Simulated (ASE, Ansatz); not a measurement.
# Forces and charges in generalised stacking fault on (111) (glide set) of a Ge-Si solid solution (72 atoms), part 2 of 2

What does DFT give for generalised stacking fault on (111) (glide set) of a Ge-Si solid solution (72 atoms) as built?

Ansatz 0.2.0; Kohn-Sham DFT, r2SCAN, PAW (set soft_2), plane waves.

The cell: 51 Ge and 21 Si. The host structure and its lattice constant were typed by rule, without a check against the phase diagram.

So far: Starting point; Plane-wave single point.

## (2) Plane-wave single point (continued)

Valence density in the ca plane at fractional y = 0.000, with atoms of Si and Ge within 0.2 Å of it. It is the smooth field of the valence electrons, not physical close to the nuclei.

Ten steps, logarithmic in the rise over the least value, from '0' (0 e/Å³) to '9' (38 e/Å³), each cell a mean:
```
20000000000000012342111122110000000000000001
10000000000000014895211465210000000000000001
10000000000000014896212699410000000000000000
00000000000000012453111487410000000000000000
00000000110000011221101133210000000000000000
00000001332100111110000011000000000000000000
00000013785211111110000000000000000100000000
00000013897211100110000000000000011221000000
00000012564211100110000000000000014763111111
00000011222111111110000000000000015995211100
11000111111000001100000000000000014774111100
01111234210000000000000000000000012232111111
00111388510000000000000001110000111111000111
01111489620000000000000001111111233110000000
11111256310000000000000011001112587310000000
11000111110000000000000011001112698410000001
10000000000000000000000011111111366310000001
10000000000000001110000011111000122100000001
```
Columns run along c (16.0 Å, from fractional 0.19 to 1.00 of the cell), rows up along a (6.8 Å). Atoms in or near the plane, at fractional coordinates: Ge at (0.31, 0.25), Ge at (0.35, 0.58), Si at (0.47, 0.55), Ge at (0.52, 0.87), Ge at (0.64, 0.84), Si at (0.68, 0.16), Ge at (0.80, 0.13), Ge at (0.85, 0.45), Si at (0.97, 0.42).

Forces differ by site in this geometry: Si atoms with 3 neighbours bear 1.6 eV/Å on average, against 0.43 eV/Å for those with 4. Mean intrinsic-atomic-orbital charges: Ge -0.02, Si +0.06 e. Charges this small depend on the projection, at times even in sign.

## (3) Distances and neighbours

These statistics describe the geometry on which the runs were made.

Density 4.48 g/cm³, 22.08 Å³ an atom.

g(r), total and by pair (bins of 0.2 Å):

```
r (Å)  total  Ge-Ge  Ge-Si  Si-Si
 2.20   0.42   0.09   0.57   1.67
 2.40   5.38   5.96   4.85   4.39
 2.60   0.00   0.00   0.00   0.00
 2.80   0.00   0.00   0.00   0.00
 3.00   0.16   0.05   0.19   0.62
 3.20   0.00   0.00   0.00   0.00
 3.40   0.00   0.00   0.00   0.00
 3.60   0.00   0.00   0.00   0.00
 3.80   0.00   0.00   0.00   0.00
 4.00   6.57   6.62   6.47   6.40
 4.20   0.25   0.14   0.33   0.49
 4.40   0.15   0.12   0.12   0.44
 4.60   4.30   4.56   4.12   3.62
 4.80   0.00   0.00   0.00   0.00
 5.00   0.12   0.04   0.14   0.46
 5.20   0.11   0.09   0.09   0.31
 5.40   0.20   0.15   0.24   0.29
 5.60   1.43   1.50   1.40   1.20
 5.80   0.24   0.14   0.32   0.43
 6.00   1.77   1.80   1.76   1.64
 6.20   0.96   1.03   0.86   0.99
 6.40   0.02   0.02   0.00   0.07
 6.60   0.34   0.21   0.48   0.39
 6.80   3.89   4.09   3.57   4.22
 7.00   0.03   0.04   0.01   0.06
 7.20   2.16   2.20   2.18   1.79
 7.40   0.18   0.12   0.24   0.26
 7.60   0.31   0.28   0.38   0.20
```

Bonds by pair of elements; cutoffs follow the first minimum of g(r), held within bounds set by covalent radii, and pairs that aren't listed don't count as bonded:

```
pair A-B  cutoff (Å)  bonds  mean length (Å)  spread (Å)  shortest (Å)  B about A  A about B
   Ge-Ge        2.83     73             2.42       0.022          2.28       2.86       2.86
   Ge-Si        2.77     53             2.40       0.046          2.28       1.04       2.52
   Si-Si        2.77     12             2.39       0.061          2.28       1.14       1.14
```

How many atoms have how many bonded neighbours:

```
element  mean  3   4
     Ge  3.90  5  46
     Si  3.67  7  14
```

Bond angles, per cent of each kind in bins of 5°:

```
angle (°)  Ge-Ge-Ge  Ge-Ge-Si  Ge-Si-Ge  Ge-Si-Si  Si-Ge-Si
  105–110      82.5      84.8      71.4      68.8      63.2
  110–115      16.3       8.0      14.3       6.2      10.5
  115–120       1.2       7.1      14.3      25.0      26.3
```

Bond angles (no mean is given where the spread exceeds 20°):

```
   angle  count  mean (°)  spread (°)
Ge-Ge-Ge    160       110         0.9
Ge-Ge-Si    112       110           2
Ge-Si-Ge     49       110         2.6
Ge-Si-Si     48       112         3.6
Si-Ge-Si     19       112         3.8
```

Bond length by coordination (bonds to H left out):

```
element  coordination  atoms  mean bond length (Å)
     Ge             3      5                  2.33
     Ge             4     46                  2.42
     Si             3      7                  2.33
     Si             4     14                  2.42
```

Rings of the network by King's shortest-path rule, up to 12 atoms, one path for each pair of neighbours; H, halogens, alkali and alkaline-earth atoms are left out, and the last column divides by all other atoms, bonded or not:

```
ring size (atoms)  rings  per network atom
                6    112              1.56
                8      9             0.125
```

With the cutoffs above, 90 % of Ge atoms have 4 and 67 % of Si atoms have 4 bonded neighbours. The Ge-Ge-Ge angle averages 110° with a spread of 0.9°. Rings of 6 atoms are the most common (93 % of those counted); sizes run from 6 to 8.

Local excerpt of 8 atoms (numbers count through the whole input) about Ge37, which has 3 bonded neighbours where the commonest count for Ge is 4; x, y, z are measured from there.

```
atom      x      y      z  distance (Å)  bonds  intrinsic-atomic-orbital charge (e)     Fx     Fy  Fz (eV/Å)
Ge37   0.00   0.00   0.00          0.00      3                                -0.08   1.53   0.33      -0.50
Si70  -0.58  -1.96  -1.01          2.28      3                                 0.01  -1.63  -0.55      -0.21
Si72  -0.60   1.99  -1.02          2.31      3                                 0.04  -1.36   0.31       0.30
Ge38  -0.02   0.02   2.41          2.41      4                                 0.01  -0.06  -0.19       0.10
Si68   2.84  -0.01  -1.02          3.01      3                                 0.05  -1.43  -0.29       0.24
Ge33   3.40   1.97  -0.01          3.93      3                                -0.11   1.55  -0.11       0.07
Si11   3.40  -1.97  -0.01          3.93      3                                 0.01   1.58   0.35       0.18
Ge39   2.25   0.02   3.22          3.93      4                                -0.04   0.57  -0.22      -0.36
```

The column of bonds counts only the pairs Ge-Ge within 2.83 Å, Ge-Si within 2.77 Å, Si-Si within 2.77 Å; other neighbours, such as metal atoms beside each other in a compound, aren't counted, and periodic images can show an atom twice.

## (4) Summary of results

- free energy per atom: -3234.1316 eV/atom
- density: 4.485 g/cm³
- pressure: 0.4273 GPa
- r.m.s. force component: 0.4554 eV/Å
- gap (highest filled to lowest empty level): 0.1892 eV
- wall time of the 1 DFT run: 82 s

What this shows: Between filled and empty levels lie 0.189 eV on the run's k-points; the mesh holds the band edges only if they fold onto it, so the gap at this level can be narrower or closed, while semilocal functionals tend to narrow gaps against experiment. Forces differ by site in this geometry: Si atoms with 3 neighbours bear 1.6 eV/Å on average, against 0.43 eV/Å for those with 4. With the cutoffs above, 90 % of Ge atoms have 4 and 67 % of Si atoms have 4 bonded neighbours.

What to keep in mind: The geometry was built by rule, was displaced at random and isn't relaxed at this level: its force components are 0.46 eV/Å r.m.s. The stress is far from hydrostatic: its diagonal is -2.0, 4.0, -0.7 GPa, compression counted positive.

[Logs are printed without paths, hosts, clocks, repeated set-up lines and the standing remarks that a program may print on its own settings, such as how far it seeks lower states.]

[Hosts, paths, dates, database ids (printed as entryN), source tags and the programs' standing remarks are cut or masked in the printed files.]
